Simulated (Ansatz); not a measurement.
## Rh wire along [110], 17 atoms a period: bands along the axis

Wanted: the relaxed geometry and the bands of the Rh wire along [110], 17 atoms a period.

Program: Ansatz 0.2.0. Level of theory: DFT PBE, plane waves, PAW; relaxation of a wire's period; PAW set soft_1, in the first sound run; inputs show where later runs differ. Results are calculated unless marked as measured.

### 1. The starting structure

The cell holds 17 atoms: 17 Rh. Its edges and angles: a = 14.460 Å, b = 14.925 Å, c = 2.708 Å, α = 90.0°, β = 90.0°, γ = 90.0°. Vacuum lies along a and b. The structure's axis is c.

### 2. The relaxed wire

Band widths follow the bond lengths, so the wire is relaxed first. The atoms and the third cell vector are free; the box across stays fixed as vacuum. A Fermi-Dirac smearing is set since the result may be a metal. The pressure printed is a third of the stress's trace over the whole box, vacuum included; only the stress along the axis is relaxed.

File input.yaml:

```yaml
crystal:
  lattice:
    - [14.46, 0.0, 0.0]
    - [0.0, 14.925, 0.0]
    - [0.0, 0.0, 2.7082189719]
  atoms:
    - { symbol: Rh, position: [0.235131397, 0.318533299, 0.0] }
    - { symbol: Rh, position: [0.235131397, 0.499988506, 0.0] }
    - { symbol: Rh, position: [0.5, 0.318533299, 0.0] }
    - { symbol: Rh, position: [0.5, 0.499988506, 0.0] }
    - { symbol: Rh, position: [0.764868603, 0.318533299, 0.0] }
    - { symbol: Rh, position: [0.764868603, 0.499988506, 0.0] }
    - { symbol: Rh, position: [0.367565698, 0.227805695, 0.5] }
    - { symbol: Rh, position: [0.367565698, 0.409260903, 0.5] }
    - { symbol: Rh, position: [0.367565698, 0.59071611, 0.5] }
    - { symbol: Rh, position: [0.367565698, 0.772171318, 0.5] }
    - { symbol: Rh, position: [0.632434302, 0.227805695, 0.5] }
    - { symbol: Rh, position: [0.632434302, 0.409260903, 0.5] }
    - { symbol: Rh, position: [0.632434302, 0.59071611, 0.5] }
    - { symbol: Rh, position: [0.632434302, 0.772171318, 0.5] }
    - { symbol: Rh, position: [0.235131397, 0.681443714, 0.0] }
    - { symbol: Rh, position: [0.5, 0.681443714, 0.0] }
    - { symbol: Rh, position: [0.764868603, 0.681443714, 0.0] }
kpoints:
  mp_grid: { grid: [1, 1, 30] }
scf:
  occupations: { method: fermi_dirac, width: 0.05 }
hamiltonian:
  xc: pbe
  pseudopotentials: { kind: paw, azcp: { folder: soft_1 } }
relax:
  cell: { fix: [a, b, alpha, beta, gamma] }
  max_steps: 45
  f_tol: 0.03
```

Command:

```sh
$ ansatz run input.yaml --threads 4 --pin off --max-ram 16384MiB --backend cpu --events-out ev --progress --plain --runs-dir out
```

Numbers of over 12 decimals in the logs are rounded to 6 here.

Log:

```text
Engine: ansatz 0.2.0, aarch64-unknown-linux-gnu
Pseudopotentials: kind: paw
Pseudopotential: Rh, paw, valence charge 17, recommended cutoff 420 eV (normal), soft_1/Rh.paw.azcp
Functional definition: PBE
  parameter kappa = 0.804
  parameter beta = 0.066725
  exchange = pbe_x(kappa = kappa, mu = beta*pi^2/3)
  correlation = pbe_c(beta = beta)
Crystal: 17 atoms, lattice volume = 584.476 Å³
Basis set: ecut = 420 eV, 11473 PW (Γ), exchange–correlation on 200×200×40 points (8 copies of the dense FFT grid, shifted against one another)
Bands: 174, of which v1, the nominal top of the filled ones, is band 145 counted from 1 (144 counted from 0)
Symmetry: 8 space group operations
Space group: Pmmm (ITA 47), of the structure as read, at distance tolerance 8.4e-5 Å
k-points: 16 of 30
Non-local potential: Rh, projectors of the file, l = 0: 3, l = 1: 2, l = 2: 2, l = 3: 1
PAW form: soft (Blöchl's): semilocal exchange-correlation on the pseudo side does not see the compensation charge
PAW one-centre angular grid: Rh, 590 points (default); XC on 64 Gauss nodes
Initial density: superposition of atomic densities (neutral atoms: chi_scale 0, normalization atom)
Initial wavefunctions: pseudopotential atomic-orbital guess
Functional: x = pbe(κ = 0.804, μ = 0.219515), c = pbe(β = 0.066725)
SCF iter   1: F=—  HF=-108842.537863 eV  |F-HF|=—  |Δ(HF+E_count)|=         —  Δρ=5.85e-2  dr2=2.98e1  ethr=3.10e-3  ⟨swp⟩=6.8  Hψ=10244  notcnv=0  defer=58
preconditioner: auto → LDOS  [metal: Δε(μ)=0.004 eV  Ē_g=4.918 eV  σ=0.050 eV  W_gap=0.02  n_scr=118 (ndim 8)  ℏωp=19.0 eV  f_vac=0.474  D(μ)=33.54/eV (n_scr^D=354)  β→1.0]
SCF iter   2: F=—  HF=-108847.633005 eV  |F-HF|=—  |Δ(HF+E_count)|=    5.10e0  Δρ=7.59e-2  dr2=4.37e1  ethr=3.10e-3  ⟨swp⟩=3.8  Hψ=7460  notcnv=0  defer=133
SCF iter   3: F=—  HF=-108835.645859 eV  |F-HF|=—  |Δ(HF+E_count)|=    1.20e1  Δρ=1.68e-2  dr2=1.67e0  ethr=3.10e-3  ⟨swp⟩=2.4  Hψ=6029  notcnv=0  defer=149
SCF iter   4: F=—  HF=-108835.198107 eV  |F-HF|=—  |Δ(HF+E_count)|=   4.48e-1  Δρ=3.02e-3  dr2=1.49e-1  ethr=5.78e-4  ⟨swp⟩=2.4  Hψ=5247  notcnv=0  defer=144
SCF iter   5: F=—  HF=-108835.180861 eV  |F-HF|=—  |Δ(HF+E_count)|=   1.72e-2  Δρ=1.30e-3  dr2=1.81e-2  ethr=5.16e-5  ⟨swp⟩=2.8  Hψ=4569  notcnv=0  defer=140
SCF iter   6: F=—  HF=-108835.180453 eV  |F-HF|=—  |Δ(HF+E_count)|=   4.08e-4  Δρ=4.76e-4  dr2=4.44e-3  ethr=6.25e-6  ⟨swp⟩=2.6  Hψ=4125  notcnv=0  defer=140
SCF iter   7: F=—  HF=-108835.180128 eV  |F-HF|=—  |Δ(HF+E_count)|=   3.25e-4  Δρ=2.34e-4  dr2=4.76e-4  ethr=1.54e-6  ⟨swp⟩=2.2  Hψ=3882  notcnv=0  defer=140
SCF iter   8: F=—  HF=-108835.180076 eV  |F-HF|=—  |Δ(HF+E_count)|=   5.18e-5  Δρ=6.93e-5  dr2=4.97e-5  ethr=1.65e-7  ⟨swp⟩=2.0  Hψ=3898  notcnv=0  defer=140
SCF iter   9: F=—  HF=-108835.177960 eV  |F-HF|=—  |Δ(HF+E_count)|=   2.12e-3  Δρ=3.05e-5  dr2=9.43e-6  ethr=1.72e-8  ⟨swp⟩=2.8  Hψ=5954  notcnv=0  defer=140
SCF iter  10: F=—  HF=-108835.177959 eV  |F-HF|=—  |Δ(HF+E_count)|=   5.29e-7  Δρ=7.65e-6  dr2=6.47e-7  ethr=3.26e-9  ⟨swp⟩=2.0  Hψ=3884  notcnv=0  defer=140
SCF iter  11: F=—  HF=-108835.177959 eV  |F-HF|=—  |Δ(HF+E_count)|=   1.22e-7  Δρ=3.35e-6  dr2=1.24e-7  ethr=3.46e-11  ⟨swp⟩=5.0  Hψ=10011  notcnv=0
SCF iter  12: F=-108835.177959 eV  HF=-108835.177959 eV  |F-HF|=1.43e-8  |Δ(HF+E_count)|=   2.46e-8  Δρ=1.67e-6  dr2=2.88e-8  ethr=3.46e-11  ⟨swp⟩=4.0  Hψ=8321  notcnv=0
SCF 1 converged in 12 iterations: F = -108835.177959 eV  dr2 = 2.88e-8
  greatest PAW one-centre occupation: 1.000 electrons in one spin orbital (limit 2), on the Rh atom at site 12 (counted from 0), in its partial waves of l = 0
relax step   1: F+E_penalty+E_count = -108835.17795920 eV  Δ(F+E_penalty+E_count) = +0.000e0 eV  max|allowed force component| = 1.082e0 eV/Å  Δτ_max = 0.0000 Å  P = -4.865 GPa  Ω = 584.476 Å³  fix = [a, b, alpha, beta, gamma]  reactions: a -3.837, b -4.809 GPa  (12 SCF iters, dr2 threshold 1.00e-7 eV, accepted)
Crystal: 17 atoms, lattice volume = 560.960 Å³
Basis set: ecut = 420 eV, 11037 PW (Γ), exchange–correlation on 200×200×40 points (8 copies of the dense FFT grid, shifted against one another)
Initial density: handed on by an earlier stage of this run
Initial wavefunctions: those handed on with the density
SCF iter   1: F=—  HF=-108835.812931 eV  |F-HF|=—  |Δ(HF+E_count)|=         —  Δρ=2.35e-2  dr2=1.05e1  ethr=3.10e-3  ⟨swp⟩=6.0  Hψ=9512  notcnv=0  defer=59
preconditioner: auto → LDOS  [metal: Δε(μ)=0.021 eV  Ē_g=5.284 eV  σ=0.050 eV  W_gap=0.10  n_scr=102 (ndim 8)  ℏωp=19.4 eV  f_vac=0.504  D(μ)=27.61/eV (n_scr^D=256)  β→1.0]
SCF iter   2: F=—  HF=-108835.586821 eV  |F-HF|=—  |Δ(HF+E_count)|=   2.26e-1  Δρ=1.09e-2  dr2=6.09e-1  ethr=3.10e-3  ⟨swp⟩=2.0  Hψ=4176  notcnv=0  defer=132
SCF iter   3: F=—  HF=-108835.501519 eV  |F-HF|=—  |Δ(HF+E_count)|=   8.53e-2  Δρ=5.79e-3  dr2=2.54e-1  ethr=2.11e-4  ⟨swp⟩=3.0  Hψ=5868  notcnv=0  defer=132
SCF iter   4: F=—  HF=-108835.456687 eV  |F-HF|=—  |Δ(HF+E_count)|=   4.48e-2  Δρ=1.64e-3  dr2=3.04e-2  ethr=8.80e-5  ⟨swp⟩=2.3  Hψ=4397  notcnv=0  defer=132
SCF iter   5: F=—  HF=-108835.454285 eV  |F-HF|=—  |Δ(HF+E_count)|=   2.40e-3  Δρ=4.23e-4  dr2=2.12e-3  ethr=1.05e-5  ⟨swp⟩=2.2  Hψ=4046  notcnv=0  defer=136
SCF iter   6: F=—  HF=-108835.454573 eV  |F-HF|=—  |Δ(HF+E_count)|=   2.88e-4  Δρ=1.11e-4  dr2=1.13e-4  ethr=7.33e-7  ⟨swp⟩=2.1  Hψ=3887  notcnv=0  defer=136
SCF iter   7: F=—  HF=-108835.452511 eV  |F-HF|=—  |Δ(HF+E_count)|=   2.06e-3  Δρ=3.43e-5  dr2=1.30e-5  ethr=3.90e-8  ⟨swp⟩=2.1  Hψ=4144  notcnv=0  defer=136
SCF iter   8: F=-108835.452513 eV  HF=-108835.452514 eV  |F-HF|=1.12e-6  |Δ(HF+E_count)|=   2.56e-6  Δρ=1.10e-5  dr2=1.59e-6  ethr=5.88e-10  ⟨swp⟩=5.0  Hψ=9963  notcnv=0
SCF 2 converged in 8 iterations: F = -108835.452513 eV  dr2 = 1.59e-6
relax step   2: F+E_penalty+E_count = -108835.45251277 eV  Δ(F+E_penalty+E_count) = -2.746e-1 eV  max|allowed force component| = 9.412e-1 eV/Å  Δτ_max = 0.1921 Å  P = +4.628 GPa  Ω = 560.960 Å³  energy of the carried Pulay correction = +5.947e-3 eV  fix = [a, b, alpha, beta, gamma]  reactions: a +4.314, b +4.276 GPa  (8 SCF iters, dr2 threshold 1.70e-6 eV, accepted)
Crystal: 17 atoms, lattice volume = 571.249 Å³
Basis set: ecut = 420 eV, 11229 PW (Γ), exchange–correlation on 200×200×40 points (8 copies of the dense FFT grid, shifted against one another)
iter 1 solved again at ethr=9.37e-4 eV; its pass at ethr=3.10e-3 eV (dr2=2.71e0 eV) is discarded
SCF iter   1: F=—  HF=-108835.923771 eV  |F-HF|=—  |Δ(HF+E_count)|=         —  Δρ=1.17e-2  dr2=2.70e0  ethr=9.37e-4  ⟨swp⟩=2.6  Hψ=12669  notcnv=0
preconditioner: auto → LDOS  [metal: Δε(μ)=0.003 eV  Ē_g=4.971 eV  σ=0.050 eV  W_gap=0.01  n_scr=110 (ndim 8)  ℏωp=19.2 eV  f_vac=0.492  D(μ)=30.90/eV (n_scr^D=310)  β→1.0]
SCF iter   2: F=—  HF=-108835.861736 eV  |F-HF|=—  |Δ(HF+E_count)|=   6.20e-2  Δρ=4.41e-3  dr2=1.31e-1  ethr=9.35e-4  ⟨swp⟩=2.2  Hψ=3604  notcnv=0
SCF iter   3: F=—  HF=-108835.855600 eV  |F-HF|=—  |Δ(HF+E_count)|=   6.14e-3  Δρ=3.55e-3  dr2=8.54e-2  ethr=4.54e-5  ⟨swp⟩=2.9  Hψ=5137  notcnv=0
SCF iter   4: F=—  HF=-108835.841440 eV  |F-HF|=—  |Δ(HF+E_count)|=   1.42e-2  Δρ=6.81e-4  dr2=6.25e-3  ethr=2.95e-5  ⟨swp⟩=2.4  Hψ=4827  notcnv=0
SCF iter   5: F=—  HF=-108835.840827 eV  |F-HF|=—  |Δ(HF+E_count)|=   6.14e-4  Δρ=2.52e-4  dr2=8.01e-4  ethr=2.16e-6  ⟨swp⟩=2.8  Hψ=4928  notcnv=0  defer=5
SCF iter   6: F=—  HF=-108835.838700 eV  |F-HF|=—  |Δ(HF+E_count)|=   2.13e-3  Δρ=1.09e-4  dr2=1.21e-4  ethr=2.77e-7  ⟨swp⟩=2.0  Hψ=3985  notcnv=0  defer=5
SCF iter   7: F=—  HF=-108835.838705 eV  |F-HF|=—  |Δ(HF+E_count)|=   4.50e-6  Δρ=2.73e-5  dr2=1.03e-5  ethr=4.19e-8  ⟨swp⟩=2.0  Hψ=3952  notcnv=0  defer=5
SCF iter   8: F=—  HF=-108835.838706 eV  |F-HF|=—  |Δ(HF+E_count)|=   9.24e-7  Δρ=1.20e-5  dr2=1.78e-6  ethr=5.88e-10  ⟨swp⟩=5.0  Hψ=9977  notcnv=0
SCF iter   9: F=-108835.838706 eV  HF=-108835.838706 eV  |F-HF|=1.00e-7  |Δ(HF+E_count)|=   6.18e-8  Δρ=3.67e-6  dr2=1.46e-7  ethr=5.88e-10  ⟨swp⟩=4.0  Hψ=7646  notcnv=0
SCF 3 converged in 9 iterations: F = -108835.838706 eV  dr2 = 1.46e-7
relax step   3: F+E_penalty+E_count = -108835.83870580 eV  Δ(F+E_penalty+E_count) = -3.862e-1 eV  max|allowed force component| = 1.579e-1 eV/Å  Δτ_max = 0.0868 Å  P = -0.619 GPa  Ω = 571.249 Å³  energy of the carried Pulay correction = +3.315e-3 eV  fix = [a, b, alpha, beta, gamma]  reactions: a -0.461, b -0.676 GPa  (9 SCF iters, dr2 threshold 1.70e-6 eV, accepted)
Crystal: 17 atoms, lattice volume = 569.537 Å³
Basis set: ecut = 420 eV, 11205 PW (Γ), exchange–correlation on 200×200×40 points (8 copies of the dense FFT grid, shifted against one another)
iter 1 solved again at ethr=2.84e-5 eV; its pass at ethr=3.10e-3 eV (dr2=8.20e-2 eV) is discarded
SCF iter   1: F=—  HF=-108835.854564 eV  |F-HF|=—  |Δ(HF+E_count)|=         —  Δρ=2.25e-3  dr2=7.93e-2  ethr=2.84e-5  ⟨swp⟩=2.9  Hψ=9894  notcnv=0
preconditioner: auto → LDOS  [metal: Δε(μ)=0.017 eV  Ē_g=5.004 eV  σ=0.050 eV  W_gap=0.08  n_scr=110 (ndim 8)  ℏωp=19.2 eV  f_vac=0.494  D(μ)=29.90/eV (n_scr^D=306)  β→1.0]
SCF iter   2: F=—  HF=-108835.851835 eV  |F-HF|=—  |Δ(HF+E_count)|=   2.73e-3  Δρ=8.48e-4  dr2=2.74e-3  ethr=2.74e-5  ⟨swp⟩=2.0  Hψ=3170  notcnv=0
SCF iter   3: F=—  HF=-108835.851666 eV  |F-HF|=—  |Δ(HF+E_count)|=   1.69e-4  Δρ=4.58e-4  dr2=1.41e-3  ethr=9.47e-7  ⟨swp⟩=2.6  Hψ=5431  notcnv=0
SCF iter   4: F=—  HF=-108835.849464 eV  |F-HF|=—  |Δ(HF+E_count)|=   2.20e-3  Δρ=1.45e-4  dr2=1.83e-4  ethr=4.87e-7  ⟨swp⟩=2.2  Hψ=3813  notcnv=0
SCF iter   5: F=—  HF=-108835.849448 eV  |F-HF|=—  |Δ(HF+E_count)|=   1.65e-5  Δρ=3.32e-5  dr2=1.27e-5  ethr=6.33e-8  ⟨swp⟩=2.1  Hψ=4023  notcnv=0
SCF iter   6: F=-108835.849447 eV  HF=-108835.849448 eV  |F-HF|=8.66e-7  |Δ(HF+E_count)|=   4.94e-8  Δρ=1.06e-5  dr2=1.17e-6  ethr=5.39e-10  ⟨swp⟩=5.0  Hψ=10063  notcnv=0
SCF 4 converged in 6 iterations: F = -108835.849447 eV  dr2 = 1.17e-6
relax step   4: F+E_penalty+E_count = -108835.84944705 eV  Δ(F+E_penalty+E_count) = -1.074e-2 eV  max|allowed force component| = 1.177e-2 eV/Å  Δτ_max = 0.0210 Å  P = -0.038 GPa  Ω = 569.537 Å³  energy of the carried Pulay correction = +3.750e-3 eV  fix = [a, b, alpha, beta, gamma]  reactions: a -0.054, b -0.071 GPa  (6 SCF iters, dr2 threshold 1.56e-6 eV, accepted)
Basis set: ecut = 420 eV, 11205 PW (Γ), exchange–correlation on 200×200×36 points (8 copies of the dense FFT grid, shifted against one another)
Initial wavefunctions: pseudopotential atomic-orbital guess (no wavefunctions were taken with the density)
iter 1 solved again at ethr=3.94e-7 eV; its pass at ethr=3.10e-3 eV (dr2=1.14e-3 eV) is discarded
SCF iter   1: F=—  HF=-108835.846379 eV  |F-HF|=—  |Δ(HF+E_count)|=         —  Δρ=6.43e-5  dr2=5.06e-6  ethr=3.94e-7  ⟨swp⟩=4.2  Hψ=19283  notcnv=0
preconditioner: auto → LDOS  [metal: Δε(μ)=0.005 eV  Ē_g=5.004 eV  σ=0.050 eV  W_gap=0.03  n_scr=110 (ndim 8)  ℏωp=19.2 eV  f_vac=0.494  D(μ)=29.99/eV (n_scr^D=306)  β→1.0]
SCF iter   2: F=—  HF=-108835.844923 eV  |F-HF|=—  |Δ(HF+E_count)|=   1.46e-3  Δρ=2.76e-5  dr2=2.72e-6  ethr=1.75e-9  ⟨swp⟩=3.0  Hψ=6334  notcnv=0
SCF iter   3: F=—  HF=-108835.844923 eV  |F-HF|=—  |Δ(HF+E_count)|=   7.79e-7  Δρ=8.79e-6  dr2=5.06e-7  ethr=9.42e-10  ⟨swp⟩=2.1  Hψ=4921  notcnv=0
SCF iter   4: F=—  HF=-108835.844923 eV  |F-HF|=—  |Δ(HF+E_count)|=   7.42e-8  Δρ=2.67e-6  dr2=5.57e-8  ethr=1.75e-10  ⟨swp⟩=2.4  Hψ=4767  notcnv=0
SCF iter   5: F=—  HF=-108835.844923 eV  |F-HF|=—  |Δ(HF+E_count)|=   2.44e-9  Δρ=8.02e-7  dr2=7.72e-9  ethr=1.93e-11  ⟨swp⟩=2.1  Hψ=4367  notcnv=0
SCF iter   6: F=—  HF=-108835.844923 eV  |F-HF|=—  |Δ(HF+E_count)|=  2.33e-10  Δρ=3.26e-7  dr2=8.31e-10  ethr=2.67e-12  ⟨swp⟩=2.1  Hψ=4124  notcnv=0
SCF iter   7: F=-108835.844923 eV  HF=-108835.844923 eV  |F-HF|=5.82e-11  |Δ(HF+E_count)|=  1.16e-10  Δρ=1.21e-7  dr2=1.11e-10  ethr=1.00e-12  ⟨swp⟩=5.0  Hψ=9984  notcnv=0
SCF 5 converged in 7 iterations: F = -108835.844923 eV  dr2 = 1.11e-10
relax step   5: F+E_penalty+E_count = -108835.84492252 eV  Δ(F+E_penalty+E_count) = +4.525e-3 eV  max|allowed force component| = 1.219e-2 eV/Å  Δτ_max = 0.0000 Å  P = -0.028 GPa  Ω = 569.537 Å³  fix = [a, b, alpha, beta, gamma]  reactions: a -0.047, b -0.063 GPa  stress off target by 2.43e-2 GPa on what of the cell is left free  SCF on the basis re-selected at this cell (its energy is not comparable with the rows above)  (7 SCF iters)
basis re-selected at this cell: Δ(F+E_penalty+E_count) = +4.525e-3 eV, ΔP = +0.009 GPa vs the last step (what re-selecting the basis moved, of the pressure what is left beyond the Pulay correction that the steps carried, after the strain that the cell walked since its last selection, with what the two solves' SCF thresholds leave and, on support functions, any second-order correction that the steps lacked; it is no measure of the basis error at this ecutwfc). The dense FFT grid was sized anew with the basis: this SCF ran on 100×100×18 points, the steps before it on 100×100×20, so part of this shift can come from that change (see relax.cell in the input reference). [rest of the remark cut]
SCF converged after 7 iterations
Free energy (F): -108835.844923 eV
Harris-Foulkes:  -108835.844923 eV  (|F-HF|=5.82e-11)
Internal energy: -108835.589205 eV  (E = F + TS)
E sigma→0 (E₀):  -108835.717064 eV
Entropy (-TS):   -0.255718 eV (-15.042 meV/atom)
Fermi energy:    6.375796 eV
--- Per-component energies (eV) ---
  E_band       = -5965.934124
  E_kinetic    = 9121.129604
  E_local      = -182610.819096  (includes V_loc(G=0)·N_el)
  E_nonlocal   = 5093.703727
  E_hartree    = 85816.062306
  E_xc         = -3411.470688
  E_vxc        = -4278.196076  (∫ρ·V_xc dr)
  E_paw        = -61264.916157  (= ΣΔE_a)
  E_vpaw       = -4923.876330  (= ΣTr[D̂ρ^β])
  E_aug_tail   = 0.000415  (compensation charges beyond the density's cutoff)
  E_ewald      = 38420.720685
  E_smearing   = -0.255718  (= −TS)
  E_closure    = 0.000000  (closes the sum)
  Σ components = -108835.844923   (vs F -108835.844923, Δ=0.00e0)
--- Forces (eV/Å), atoms counted from 1 ---
  atom   1  Rh     0.00692969     0.00929501    -0.00000000
  atom   2  Rh    -0.01218729     0.00000000     0.00000000
  atom   3  Rh    -0.00000000    -0.01146463     0.00000000
  atom   4  Rh     0.00000000     0.00000000     0.00000000
  atom   5  Rh    -0.00692969     0.00929501     0.00000000
  atom   6  Rh     0.01218729     0.00000000    -0.00000000
  atom   7  Rh    -0.00216821    -0.01205026     0.00000000
  atom   8  Rh    -0.00307654     0.00759000     0.00000000
  atom   9  Rh    -0.00307654    -0.00759000     0.00000000
  atom  10  Rh    -0.00216821     0.01205026     0.00000000
  atom  11  Rh     0.00216821    -0.01205026    -0.00000000
  atom  12  Rh     0.00307654     0.00759000    -0.00000000
  atom  13  Rh     0.00307654    -0.00759000    -0.00000000
  atom  14  Rh     0.00216821     0.01205026    -0.00000000
  atom  15  Rh     0.00692969    -0.00929501    -0.00000000
  atom  16  Rh     0.00000000     0.01146463    -0.00000000
  atom  17  Rh    -0.00692969    -0.00929501     0.00000000
  max |Σ_I F_I| component: 1.73e-18 eV/Å
--- Stress (GPa, compression-positive) ---
       -0.046986      -0.000000       0.000000
       -0.000000      -0.062748      -0.000000
        0.000000      -0.000000       0.024314
  P = ⅓ Tr σ = -0.0285 GPa (-0.285 kbar)
--- Relaxed structure (4 steps of the walk, 4 accepted, 1 SCFs on fresh bases) ---
  F+E_penalty+E_count = -108835.84492252 eV   max|allowed force component| = 1.219e-2 eV/Å   (the final SCF, on the basis selected at the relaxed cell)
  cell:  # Å, volume = 569.5373 Å³
    - [14.46, 0, 0]
    - [0, 14.925, 0]
    - [0, 0, 2.639001]
  atoms:
    - { symbol: Rh, position: [0.236817, 0.323236, 0] }
    - { symbol: Rh, position: [0.237031, 0.499989, 0] }
    - { symbol: Rh, position: [0.500000, 0.317624, 0] }
    - { symbol: Rh, position: [0.500000, 0.499989, 0.0] }
    - { symbol: Rh, position: [0.763183, 0.323236, 0] }
    - { symbol: Rh, position: [0.762969, 0.499989, 0] }
    - { symbol: Rh, position: [0.365757, 0.236215, 0.5] }
    - { symbol: Rh, position: [0.367907, 0.410540, 0.5] }
    - { symbol: Rh, position: [0.367907, 0.589437, 0.5] }
    - { symbol: Rh, position: [0.365757, 0.763762, 0.5] }
    - { symbol: Rh, position: [0.634243, 0.236215, 0.5] }
    - { symbol: Rh, position: [0.632093, 0.410540, 0.5] }
    - { symbol: Rh, position: [0.632093, 0.589437, 0.5] }
    - { symbol: Rh, position: [0.634243, 0.763762, 0.5] }
    - { symbol: Rh, position: [0.236817, 0.676741, 0] }
    - { symbol: Rh, position: [0.500000, 0.682353, 0.0] }
    - { symbol: Rh, position: [0.763183, 0.676741, 0.0] }
```

It took 3.8 min on 4 threads of Arm Neoverse V1, shared host; peak memory 2.6 GiB.

[end of part 1 of 2]

[Logs are printed without paths, hosts, clocks, repeated set-up lines and the standing remarks that a program may print on its own settings, such as how far it seeks lower states.]

[Hosts, paths, dates, database ids (printed as entryN), source tags and the programs' standing remarks are cut or masked in the printed files.]
